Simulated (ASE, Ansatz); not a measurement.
# Electronic structure of random hcp alloy of Hf and Zr (288 atoms)

Wanted: forces, charges and levels of random hcp alloy of Hf and Zr (288 atoms).

Program: Ansatz 0.2.0. Level of theory: Kohn-Sham DFT, PBE, PAW (set soft_2), plane waves. Values are calculated unless marked as measured.

## (1) Set-up

The cell holds 288 atoms: 108 Zr and 180 Hf. Cell: a = 19.253 Å, b = 19.253 Å, c = 20.348 Å, α = 90.0°, β = 90.0°, γ = 120.0°. It derives from Hf and Zr (hcp), repeated 6×6×4. Hcp Hf, 6 x 6 x 4 conventional cells, 108 of 288 Hf sites given to Zr at random (x = 0.375), lattice by Vegard's rule (a = 3.209 Å, c = 5.087 Å); not relaxed, displaced by a Gaussian of 0.02 Å.

Before any run, some limits are plain. The host structure and its lattice constant were typed by rule, without a check against the phase diagram. Only the Γ point is sampled, in a cell whose shortest periodic width is 17 Å. No spin–orbit coupling is included, so levels derived from the heavy atoms are approximate.

## (2) Plane-wave single point

The electrons are solved once, with the atoms held.

input.yaml

```yaml
crystal:
  lattice:
    - [19.2534, 0.0, 0.0]
    - [-9.6267, 16.67393, 0.0]
    - [0.0, 0.0, 20.348]
  atoms:
    - { symbol: Zr, position: [0.00054, 0.00199, 0.99926] }
    - { symbol: Zr, position: [0.05582, 0.11218, 0.12353] }
    - { symbol: Hf, position: [0.00041, 0.00149, 0.25047] }
    - { symbol: Zr, position: [0.05674, 0.11157, 0.37429] }
    - { symbol: Hf, position: [0.00056, 0.00064, 0.49842] }
    - { symbol: Zr, position: [0.05609, 0.1121, 0.62486] }
    - { symbol: Hf, position: [0.99997, 0.99969, 0.74798] }
    - { symbol: Hf, position: [0.05852, 0.11274, 0.87317] }
    - { symbol: Hf, position: [0.99809, 0.16774, 0.00115] }
    - { symbol: Hf, position: [0.05567, 0.27855, 0.12569] }
    - { symbol: Zr, position: [0.00106, 0.16726, 0.24913] }
    - { symbol: Hf, position: [0.05449, 0.27607, 0.37397] }
    - { symbol: Zr, position: [0.99766, 0.16485, 0.49978] }
    - { symbol: Hf, position: [0.0565, 0.27949, 0.62285] }
    - { symbol: Hf, position: [0.00046, 0.16767, 0.74965] }
    - { symbol: Zr, position: [0.05629, 0.27925, 0.87466] }
    - { symbol: Zr, position: [0.99884, 0.33331, 0.00118] }
    - { symbol: Hf, position: [0.05551, 0.44497, 0.1238] }
    - { symbol: Zr, position: [0.99881, 0.33472, 0.25022] }
    - { symbol: Zr, position: [0.05717, 0.44534, 0.37846] }
    - { symbol: Hf, position: [0.00091, 0.33381, 0.50117] }
    - { symbol: Hf, position: [0.05575, 0.44341, 0.62622] }
    - { symbol: Zr, position: [0.00107, 0.33513, 0.75025] }
    - { symbol: Hf, position: [0.05396, 0.44463, 0.87413] }
    - { symbol: Hf, position: [0.00035, 0.50043, 0.99876] }
    - { symbol: Hf, position: [0.05558, 0.60998, 0.12552] }
    - { symbol: Hf, position: [0.99999, 0.50089, 0.24847] }
    - { symbol: Hf, position: [0.05411, 0.60927, 0.37484] }
    - { symbol: Hf, position: [0.99788, 0.49991, 0.4981] }
    - { symbol: Hf, position: [0.054, 0.60964, 0.62641] }
    - { symbol: Hf, position: [0.99944, 0.50103, 0.74883] }
    - { symbol: Hf, position: [0.05382, 0.60864, 0.87391] }
    [... 250 atom lines left out ...]
    - { symbol: Zr, position: [0.83485, 0.83465, 0.24958] }
    - { symbol: Zr, position: [0.88989, 0.94521, 0.37336] }
    - { symbol: Zr, position: [0.83195, 0.83372, 0.50055] }
    - { symbol: Hf, position: [0.8891, 0.94458, 0.62611] }
    - { symbol: Hf, position: [0.83354, 0.83581, 0.74891] }
    - { symbol: Zr, position: [0.89051, 0.94575, 0.87571] }
kpoints:
  mp_grid: { grid: [1, 1, 1] }
hamiltonian:
  xc: pbe
scf:
  occupations: { method: methfessel_paxton, width: 0.15 }
output:
  forces: true
  stress: true
  populations: true
  dos:
    method: { smearing: { sigma: 0.1 } }
    de: 0.1
    projected: { site_lists: { Hf: [Hf], Zr: [Zr] } }
  eigenvalues: true
  write_density: true
  write_potential: true
  volumetric_format: npy
```

The run is started by

```bash
$ ansatz run input.yaml --threads 32 --pin off --max-ram 143360MiB --backend cuda --events-out ev --progress --plain --runs-dir out
```

The log of the run:

```text
Engine: ansatz 0.2.0, aarch64-unknown-linux-gnu
Pseudopotentials: kind: paw
Pseudopotential: Zr, paw, valence charge 12, recommended cutoff 420 eV (normal), Zr.paw.azcp
Pseudopotential: Hf, paw, valence charge 26, recommended cutoff 420 eV (normal), Hf.paw.azcp
[... 5 lines on functional and potentials left out ...]
device memory: the entry about to start is reckoned to put 44.5 GiB on a device that reports 182.5 GiB free
GPU FFT provider: cuFFT
GPU libraries: cuBLAS 13.8.1, cuFFT 12.4.0, cuSOLVER 12.3.2
GPU matrix products: emulated (plane waves: as basis.precision tells), large ones in fixed point in workspaces of 1.00 GiB
Crystal: 288 atoms, lattice volume = 6532.315 Å³
Basis set: ecut = 420 eV, 127695 PW (Γ), exchange–correlation on 270×270×288 points (8 copies of the dense FFT grid, shifted against one another)
Bands: 3586, of which v1, the nominal top of the filled ones, is band 2988 counted from 1 (2987 counted from 0)
Symmetry: 1 space group operations
Space group: P1 (ITA 1), of the structure as read, at distance tolerance 1.9e-4 Å
k-points: 1
[... 5 lines on functional and potentials left out ...]
Initial density: superposition of atomic densities (neutral atoms: chi_scale 0, normalization atom), corrected by the library's trained network
Initial wavefunctions: pseudopotential atomic-orbital guess
GPU buffer pool allocated for 2624400 grid points (all kernels)
GPU transforms: local potential and band sums: pruned to the plane-wave sphere, on 135×135×144
Functional: x = pbe(κ = 0.804, μ = 0.219515), c = pbe(β = 0.066725)
SCF iter   1: F=—  HF=-3281694.473151 eV  |F-HF|=—  |Δ(HF+E_count)|=         —  Δρ=4.06e-3  dr2=7.96e0  ethr=1.77e-3  ⟨swp⟩=4.0  Hψ=10172  notcnv=0
preconditioner: auto → Kerker (q_TF=auto, 2.688 Å⁻¹)  [metal: Δε(μ)=0.004 eV  Ē_g=16.774 eV  σ=0.150 eV  W_gap=0.02  n_scr=2134 (ndim 8)  ℏωp=33.8 eV  f_vac=0.000  D(μ)=432.24/eV (n_scr^D=4582)]
SCF iter   2: F=—  HF=-3281694.336176 eV  |F-HF|=—  |Δ(HF+E_count)|=   1.37e-1  S|Δr|=    0.00e0  Δρ=2.12e-3  dr2=1.05e0  ethr=1.33e-4  ⟨swp⟩=1.0  Hψ=4124  notcnv=0
SCF iter   3: F=—  HF=-3281694.365714 eV  |F-HF|=—  |Δ(HF+E_count)|=   2.95e-2  S|Δr|=    0.00e0  Δρ=7.45e-4  dr2=8.42e-2  ethr=1.76e-5  ⟨swp⟩=2.0  Hψ=5086  notcnv=0
SCF iter   4: F=—  HF=-3281694.390106 eV  |F-HF|=—  |Δ(HF+E_count)|=   2.44e-2  S|Δr|=    0.00e0  Δρ=3.79e-4  dr2=1.42e-2  ethr=1.41e-6  ⟨swp⟩=2.0  Hψ=6253  notcnv=0
SCF iter   5: F=—  HF=-3281694.335738 eV  |F-HF|=—  |Δ(HF+E_count)|=   5.44e-2  S|Δr|=    0.00e0  Δρ=1.27e-4  dr2=1.24e-3  ethr=2.38e-7  ⟨swp⟩=2.0  Hψ=6249  notcnv=0
SCF iter   6: F=—  HF=-3281694.336080 eV  |F-HF|=—  |Δ(HF+E_count)|=   3.41e-4  S|Δr|=    0.00e0  Δρ=3.81e-5  dr2=1.76e-4  ethr=2.07e-8  ⟨swp⟩=2.0  Hψ=5089  notcnv=0
SCF iter   7: F=—  HF=-3281694.370096 eV  |F-HF|=—  |Δ(HF+E_count)|=   3.40e-2  S|Δr|=    0.00e0  Δρ=1.84e-5  dr2=4.21e-5  ethr=2.95e-9  ⟨swp⟩=2.0  Hψ=6589  notcnv=0
SCF iter   8: F=—  HF=-3281694.371324 eV  |F-HF|=—  |Δ(HF+E_count)|=   1.23e-3  S|Δr|=    0.00e0  Δρ=9.50e-6  dr2=9.18e-6  ethr=7.04e-10  ⟨swp⟩=3.0  Hψ=6315  notcnv=0
SCF iter   9: F=—  HF=-3281694.371322 eV  |F-HF|=—  |Δ(HF+E_count)|=   2.11e-6  S|Δr|=    0.00e0  Δρ=2.80e-6  dr2=6.31e-7  ethr=1.54e-10  ⟨swp⟩=3.0  Hψ=6156  notcnv=0
SCF iter  10: F=—  HF=-3281694.371322 eV  |F-HF|=—  |Δ(HF+E_count)|=   8.89e-8  S|Δr|=    0.00e0  Δρ=9.74e-7  dr2=9.82e-8  ethr=1.67e-12  ⟨swp⟩=18.0  Hψ=39828  notcnv=0
SCF iter  11: F=-3281694.371322 eV  HF=-3281694.371322 eV  |F-HF|=1.16e-7  |Δ(HF+E_count)|=   1.16e-8  S|Δr|=    0.00e0  Δρ=6.46e-7  dr2=5.77e-8  ethr=1.64e-12  ⟨swp⟩=12.0  Hψ=32534  notcnv=0
SCF 1 converged in 11 iterations: F = -3281694.371322 eV  dr2 = 5.77e-8
  greatest PAW one-centre occupation: 0.999 electrons in one spin orbital (limit 2), on the Hf atom at site 166 (counted from 0), in its partial waves of l = 0
SCF converged after 11 iterations
Stability not checked: this state was not tested for a lower state beside it, because cold or Methfessel-Paxton smearing, or corrected tetrahedra, fill the levels in a way that the test cannot read (fill_not_monotonic; see scf.lower_state_search)
Free energy (F): -3281694.371322 eV
Harris-Foulkes:  -3281694.371322 eV  (|F-HF|=1.16e-7)
Internal energy: -3281694.036546 eV  (E = F + TS)
E sigma→0 (E₀):  -3281694.287628 eV
Entropy (-TS):   -0.334776 eV (-1.162 meV/atom)
Fermi energy:    17.734341 eV
Step filling:    the computed levels leave a gap of 0.0006 eV = 0.0 smearing widths at the electron count; against every level under it full and every level over it empty, smearing changes F+E_penalty+E_count by -238.768 meV and its σ→0 estimate by -155.074 meV
--- Per-component energies (eV) ---
  E_band       = -9743.978929
  E_kinetic    = 112316.503128
  E_local      = -1149847.825198  (includes V_loc(G=0)·N_el)
  E_nonlocal   = -215293.871319
  E_hartree    = 532176.167199
  E_xc         = -71475.534503
  E_vxc        = -68528.899736  (∫ρ·V_xc dr)
  E_paw        = -1566043.839948  (= ΣΔE_a)
  E_vpaw       = 247257.739503  (= ΣTr[D̂ρ^β])
  E_aug_tail   = 0.002461  (compensation charges beyond the density's cutoff)
  E_ewald      = -923525.638366
  E_smearing   = -0.334776  (= −TS)
  E_closure    = 0.000000  (closes the sum)
  Σ components = -3281694.371322   (vs F -3281694.371322, Δ=0.00e0)
--- Forces (eV/Å), atoms counted from 1 ---
[... 288 lines of forces left out ...]
  max |Σ_I F_I| component: 1.04e-5 eV/Å
--- Stress (GPa, compression-positive) ---
        0.497280       0.022748       0.001722
        0.022748       0.511169       0.005725
        0.001722       0.005725       1.274943
  P = ⅓ Tr σ = 0.7611 GPa (7.611 kbar)
--- Band table (eV) ---
[... left out ...]
--- Löwdin populations: 288 sites ---
  site symbol       q [e]
[... 288 lines, one an atom, left out ...]
  spilling = 0.003692 (of n_electrons = 5976.000000)
```

It took 17 s on 1 × NVIDIA GB200 with 32 threads of Arm Neoverse V2, shared host; peak memory 5.9 GiB.

Reading the cycles: dr2 is the Hartree energy of the density residual (eV), the measure of convergence; HF is the Harris–Foulkes estimate of the energy, which meets the free energy F at convergence.

That memory is the host's; the program planned up to 44.5 GiB on the GPU. Forces of this run were stored rounded, and per-atom blocks of the log weren't kept.

The run gave:

| Property | Result |
| --- | --- |
| free energy | -3281694.3713 eV |
| free energy per atom | -11394.7721 eV/atom |
| SCF cycles | 11 |
| pressure | 0.7611 GPa |
| r.m.s. force component | 0.1676 eV/Å |
| longest force | 0.6439 eV/Å |
| Fermi energy | 17.73 eV |
| levels partly filled by over 2 per cent | 45 |
| spilling of the projection | 0.003692 |

Length of the force by element and coordination:

```tsv
element	coordination	atoms	mean length of the force (eV/Å)	spread	least	most
Hf	all	180	0.274	0.115	0.0597	0.644
Zr	all	108	0.260	0.102	0.068	0.628
```

Löwdin charges by element and coordination (they lack the spilled electrons, 0.077 e an atom on average):

```tsv
element	coordination	atoms	mean charge (e)	spread	least	most
Hf	all	180	0.0836	0.0087	0.0528	0.109
Zr	all	108	0.0649	0.0076	0.0402	0.0863
```

States in the cell by windows of 1 eV, zero at the Fermi level; some projections on atomic orbitals stand beside the total:

```tsv
from (eV)	to (eV)	total	Hf d	Zr d	Hf f
-18	-13	0.0	0.0	0.0	0.0
-13	-12	790.2	0.2	0.1	790.1
-12	-11	1733.4	0.4	0.2	1733.4
-11	-8	0.0	0.0	0.0	0.0
-8	-7	0.4	0.0	0.0	0.0
-7	-6	16.6	0.2	0.1	0.0
-6	-5	28.5	1.1	0.6	0.0
-5	-4	86.4	13.2	6.9	0.0
-4	-3	149.4	58.7	33.5	0.0
-3	-2	277.5	141.2	88.4	0.1
-2	-1	289.7	160.2	102.9	0.1
-1	0	321.5	176.2	113.7	0.2
0	1	465.2	247.9	165.1	0.2
```

Not all projections were asked for or kept, so they needn't add up to the total.

The levels nearest the highest filled one (over half full), pooled over k-points and spins:

```tsv
level less the highest filled one (eV)	occupation
-0.0123	1.15
-0.0092	1.12
-0.0084	1.11
-0.0056	1.08
-6.0e-4	1.02
0	1.01
0.0038	0.971
0.0044	0.965
0.0119	0.88
0.0195	0.796
0.0235	0.752
0.0264	0.721
```

Mean Löwdin charges: Hf +0.08, Zr +0.06 e (they miss 0.37 % of the electrons, so they add up to more than the cell's charge). Among metals such projection charges depend strongly on the orbitals used and are no measure of ionicity. Within 0.4 eV of the Fermi level the largest share is Hf d (56 % of the projected weight).

## (3) Local order

These statistics describe the geometry on which the runs were made.

Density 10.7 g/cm³, 22.68 Å³ an atom.

g(r), total and by pair (bins of 0.2 Å):

```tsv
r (Å)	total	Hf-Hf	Hf-Zr	Zr-Zr
3.00	0.33	0.39	0.28	0.28
3.20	10.42	10.52	10.15	10.88
3.40	0.00	0.00	0.00	0.00
3.60	0.00	0.00	0.00	0.00
3.80	0.00	0.00	0.00	0.00
4.00	0.00	0.00	0.00	0.00
4.20	0.00	0.00	0.00	0.00
4.40	1.55	1.55	1.55	1.56
4.60	1.13	1.09	1.19	1.02
4.80	0.00	0.00	0.00	0.00
5.00	0.47	0.46	0.48	0.42
5.20	0.23	0.23	0.22	0.27
5.40	0.81	0.72	0.86	0.92
5.60	4.49	4.59	4.44	4.39
5.80	0.00	0.00	0.00	0.00
6.00	2.98	2.95	3.06	2.87
6.20	0.01	0.00	0.00	0.01
6.40	1.31	1.29	1.36	1.23
6.60	0.00	0.00	0.01	0.00
6.80	0.00	0.00	0.00	0.00
7.00	0.10	0.09	0.11	0.13
7.20	2.02	1.99	2.07	1.89
7.40	0.23	0.20	0.24	0.26
7.60	1.68	1.71	1.67	1.65
7.80	1.70	1.68	1.74	1.66
```

Neighbours by pair of elements; one cutoff, the widest of the pairs' first minima of g(r), serves all pairs of this metal:

```tsv
pair A-B	cutoff (Å)	bonds	mean length (Å)	spread (Å)	shortest (Å)	B about A	A about B
Hf-Hf	3.62	685	3.18	0.043	3.06	7.61	7.61
Hf-Zr	3.62	790	3.18	0.042	3.06	4.39	7.32
Zr-Zr	3.62	253	3.18	0.043	3.06	4.68	4.68
```

How many atoms have how many bonded neighbours:

```tsv
element	mean	12
Hf	12	180
Zr	12	108
```

First main peaks of g(r), for some of the pairs, lie near 3.18 Å (Hf-Hf), 3.18 Å (Hf-Zr) and 3.18 Å (Zr-Zr). Counting bonds as in the table, all Hf atoms have 12 and all Zr atoms have 12 bonded neighbours.

Local excerpt of 13 atoms (numbers count through the whole input) about Zr138, picked at random; x, y, z are measured from there.

```tsv
atom	x	y	z	distance (Å)	bonds	Löwdin charge (e)	Fx	Fy	Fz (eV/Å)
Zr138	0.00	0.00	0.00	0.00	12	0.06	-0.188	0.230	0.014
Hf137	-0.02	-1.83	-2.52	3.12	12	0.08	-0.116	-0.192	-0.140
Hf147	1.55	0.97	2.54	3.13	12	0.08	0.457	-0.429	0.148
Hf145	1.60	0.94	-2.54	3.14	12	0.08	-0.160	0.055	-0.099
Hf139	-0.02	-1.89	2.52	3.15	12	0.09	-0.036	0.423	0.385
Hf97	-1.64	0.95	-2.55	3.17	12	0.09	-0.017	-0.114	0.281
Hf99	-1.60	0.93	2.58	3.18	12	0.08	-0.340	-0.124	-0.234
Hf82	-1.63	-2.72	0.03	3.18	12	0.08	-0.197	-0.414	-0.383
Zr130	1.57	-2.77	0.02	3.18	12	0.07	0.150	-0.019	-0.176
Hf186	3.18	0.01	-0.03	3.18	12	0.08	0.232	-0.100	0.296
Zr146	1.60	2.80	0.01	3.22	12	0.08	-0.115	-0.104	-0.158
Hf98	-1.64	2.78	0.02	3.23	12	0.09	0.033	-0.170	-0.111
Hf90	-3.24	-0.01	0.02	3.24	12	0.09	0.124	0.102	-0.144
```

## (4) Support functions low

The cell is solved in localised support functions. The level low gives here a grid of 90×90×90 points and a radius of 4.23 Å.

This step: Kohn-Sham DFT, PBE, PAW (set soft_2), localised support functions (low) (Ansatz 0.2.0).

input.yaml, the sections that differ from step 2:

```yaml
scf:
  occupations: { method: methfessel_paxton, width: 0.15 }
  eigensolver: { kind: { support_functions: { accuracy: low } } }
  max_iter: 150
output:
  forces: true
  eigenvalues: true
# crystal, kpoints, hamiltonian: as in step 2
```

The log of the run:

```text
Warning: scf.eigensolver.kind.support_functions: disabling space-group detection — the functions' gradient is summed over unrotated k-points, so no spatial operation reduces the k-mesh or symmetrises the density; time reversal is kept, so that k and −k are solved as one point where they differ and the mesh holds both, and exact exchange and, on two spinor components, a DFT+U term hold to it where the run has them: [...]
settings of this run that can trade accuracy for cost: scf.eigensolver.kind.support_functions; scf.eigensolver.kind.support_functions.accuracy: low [...]
Engine: ansatz 0.2.0, aarch64-unknown-linux-gnu
Pseudopotentials: kind: paw
Pseudopotential: Zr, paw, valence charge 12, recommended cutoff 420 eV (normal), Zr.paw.azcp
Pseudopotential: Hf, paw, valence charge 26, recommended cutoff 420 eV (normal), Hf.paw.azcp
[... 5 lines on functional and potentials left out ...]
device memory: the entry about to start is reckoned to put 18.8 GiB on a device that reports 182.5 GiB free
GPU FFT provider: cuFFT
GPU libraries: cuBLAS 13.8.1, cuFFT 12.4.0, cuSOLVER 12.3.2
GPU matrix products: emulated (plane waves: as basis.precision tells), large ones in fixed point in workspaces of 1.00 GiB
Crystal: 288 atoms, lattice volume = 6532.315 Å³
Basis set: ecut = 420 eV, 127695 PW (Γ), exchange–correlation on 270×270×288 points (8 copies of the dense FFT grid, shifted against one another)
Bands: 3586, of which v1, the nominal top of the filled ones, is band 2988 counted from 1 (2987 counted from 0)
Symmetry: 1 space group operations
k-points: 1
[... 5 lines on functional and potentials left out ...]
Initial density: superposition of atomic densities (chi_scale 0.1, normalization cell, long waves kept (reshape's long-wave potential 0.06 eV rms))
Initial wavefunctions: pseudopotential atomic-orbital guess
GPU buffer pool allocated for 2624400 grid points (all kernels)
Eigensolver: Support functions (low, 90×90×90 points, laid for a spacing of at most 0.246777 Å, radius 4.232343 Å, 2 species' potentials softened for the grid, 2 wholly corrected for its errors in the mean over positions, 2 with the egg-box correction, energy correction by stochastic trace)
Functional: x = pbe(κ = 0.804, μ = 0.219515), c = pbe(β = 0.066725)
SCF iter   1: F=—  HF=-3281623.150747 eV  |F-HF|=—  |Δ(HF+E_count)|=         —  Δρ=2.72e-2  dr2=1.61e2  ethr=1.00e-1
preconditioner: auto → Kerker (q_TF=auto, 2.688 Å⁻¹)  [metal: Δε(μ)=0.005 eV  Ē_g=16.338 eV  σ=0.150 eV  W_gap=0.03  n_scr=2134 (ndim 8)  ℏωp=33.8 eV  f_vac=0.000  D(μ)=359.50/eV (n_scr^D=3488)]
SCF iter   2: F=—  HF=-3281706.564695 eV  |F-HF|=—  |Δ(HF+E_count)|=    8.34e1  S|Δr|=    0.00e0  Δρ=2.59e-2  dr2=5.71e1  ethr=2.70e-3
[...]
SCF iter   8: F=—  HF=-3281694.336933 eV  |F-HF|=—  |Δ(HF+E_count)|=   9.85e-2  S|Δr|=    0.00e0  Δρ=1.16e-3  dr2=6.90e-2  ethr=2.82e-6
SCF iter   9: F=—  HF=-3281694.269630 eV  |F-HF|=—  |Δ(HF+E_count)|=   6.73e-2  S|Δr|=    0.00e0  Δρ=1.23e-4  dr2=1.81e-3  ethr=1.15e-6
SCF iter  10: F=—  HF=-3281694.303438 eV  |F-HF|=—  |Δ(HF+E_count)|=   3.38e-2  S|Δr|=    0.00e0  Δρ=1.14e-4  dr2=6.66e-4  ethr=3.03e-8
SCF iter  11: F=—  HF=-3281694.319684 eV  |F-HF|=—  |Δ(HF+E_count)|=   1.62e-2  S|Δr|=    0.00e0  Δρ=7.93e-5  dr2=2.81e-4  ethr=1.12e-8
SCF iter  12: F=—  HF=-3281694.333873 eV  |F-HF|=—  |Δ(HF+E_count)|=   1.42e-2  S|Δr|=    0.00e0  Δρ=1.28e-5  dr2=1.75e-5  ethr=4.70e-9
SCF iter  13: F=—  HF=-3281694.345903 eV  |F-HF|=—  |Δ(HF+E_count)|=   1.20e-2  S|Δr|=    0.00e0  Δρ=4.78e-5  dr2=2.34e-4  ethr=2.93e-10
SCF iter  14: F=—  HF=-3281694.355856 eV  |F-HF|=—  |Δ(HF+E_count)|=   9.95e-3  S|Δr|=    0.00e0  Δρ=1.14e-5  dr2=2.19e-5  ethr=2.93e-10
SCF iter  15: F=-3281694.364774 eV  HF=-3281694.364784 eV  |F-HF|=1.02e-5  |Δ(HF+E_count)|=   8.93e-3  S|Δr|=    0.00e0  Δρ=1.30e-5  dr2=6.57e-6  ethr=2.93e-10
SCF 1 converged in 15 iterations: F = -3281694.582357 eV  dr2 = 6.57e-6
[...]
WARN: output.eigenvalues: not made: the band table holds the support functions' own levels, none solved on their whole grid: the solve, or its test for a missing level, did not converge within its steps, or a block of it had no solution. The run goes on to what it still can, and will not end as completed
SCF converged after 15 iterations
Stability not checked: this state was not tested for a lower state beside it, because cold or Methfessel-Paxton smearing, or corrected tetrahedra, fill the levels in a way that the test cannot read (fill_not_monotonic; see scf.lower_state_search)
Free energy (F): -3281694.582357 eV
Harris-Foulkes:  -3281694.582367 eV  (|F-HF|=1.02e-5)
Internal energy: -3281694.247305 eV  (E = F + TS)
E sigma→0 (E₀):  -3281694.498594 eV
Entropy (-TS):   -0.335051 eV (-1.163 meV/atom)
Fermi energy:    17.734779 eV
Step filling:    the computed levels leave a gap of 0.0006 eV = 0.0 smearing widths at the electron count; against every level under it full and every level over it empty, smearing changes F+E_penalty+E_count by -239.789 meV and its σ→0 estimate by -156.027 meV
--- Per-component energies (eV) ---
  E_band       = -9765.755289
  E_kinetic    = 112309.361617
  E_local      = -1149873.524264  (includes V_loc(G=0)·N_el)
  E_nonlocal   = -215250.232988
  E_softening  = -0.012914  (part of E_nonlocal)
  E_grid_corr  = -0.041222  (part of E_nonlocal)
  E_hartree    = 532198.816501
  E_xc         = -71474.118745
  E_vxc        = -68527.225940  (∫ρ·V_xc dr)
  E_paw        = -1566078.695939  (= ΣΔE_a)
  E_vpaw       = 247181.378704  (= ΣTr[D̂ρ^β])
  E_aug_tail   = 0.002462  (compensation charges beyond the density's cutoff)
  E_ewald      = -923525.638366
  E_smearing   = -0.335051  (= −TS)
  E_closure    = 0.000000  (closes the sum)
  E_support_correction = -0.217583  (second-order, or where that is not computed along the SCF)
  E_support_correction_error = 2.2e-2  (of E_support_correction; not in F)
  Σ components = -3281694.582357   (vs F -3281694.582357, Δ=0.00e0)
--- Forces (eV/Å), atoms counted from 1 ---
[... 288 lines of forces left out ...]
  max |Σ_I F_I| component: 1.54e-2 eV/Å
--- Band table (eV) ---
[... left out ...]
```

The job ended after 34 s (1 × NVIDIA GB200 with 32 threads; peak memory 2.6 GiB; 57 s of CPU time).

That memory is the host's; the program planned up to 18.8 GiB on the GPU.

The SCF converged, but the analysis asked by output.eigenvalues could not be made, so the program didn't end the run as completed and its numbers are left aside.

(Continued in part 2 of 2.)

[Long decimals in the printed logs are rounded to 6 places.]

[Logs are printed without paths, hosts, clocks, repeated set-up lines and the standing remarks that a program may print on its own settings, such as how far it seeks lower states.]

[Hosts, paths, dates, database ids (printed as entryN), source tags and the programs' standing remarks are cut or masked in the printed files.]
